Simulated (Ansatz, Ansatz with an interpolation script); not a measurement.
In doubt: one-shot GW on d or f shells is unsure, so the values of those runs are not to be relied on.

Rows from a G0W0 calculation on Mg2FeH6 (Fm-3m) (Ansatz 0.2.0; G0W0 on LDA, plane waves, PAW; PAW set soft_1; 4×4×4 mesh, 277 empty bands, screening to 150 eV, PAW set soft_1 files), in eV. Spin-orbit coupling is left out.

| row | k | band | start | Σx | Σc at the solution | Vxc |
| --- | --- | --- | --- | --- | --- | --- |
| A | (0.250, -0.500, -0.250) | c2 | 10.508 | -14.510 | -5.526 | -21.036 |
| B | (0.250, -0.500, -0.250) | c1 | 9.334 | -15.447 | -4.935 | -21.406 |
| C | (0.000, -0.500, -0.500) | c1 | 8.195 | -18.189 | -4.860 | -24.356 |
| D | (0.000, -0.500, -0.500) | v1 | 6.481 | -33.431 | 5.294 | -28.423 |
| E | (0.000, -0.500, -0.500) | c2 | 10.065 | -18.172 | -2.775 | -22.056 |
| F | (0.250, -0.500, -0.250) | v1 | 6.481 | -33.433 | 5.294 | -28.425 |

Question: Give the quasiparticle energies and the shift of each level.

The quasiparticle equation reads E = start + Σx + Σc(E) − Vxc.

| row | E (eV) | shift (eV) |
| --- | --- | --- |
| A | 11.508 | +1.000 |
| B | 10.358 | +1.024 |
| C | 9.501 | +1.307 |
| D | 6.766 | +0.285 |
| E | 11.174 | +1.109 |
| F | 6.766 | +0.285 |

The gap over the computed points goes from 1.71 eV to 2.74 eV.

Limits: not at the basis limit; no spin polarisation; d states lean on the start.

[Runs of the session that timed out or met a known fault of the program may be left out.]

[Hosts, paths, dates, database ids (printed as entryN), source tags and the programs' standing remarks are cut or masked in the printed files.]
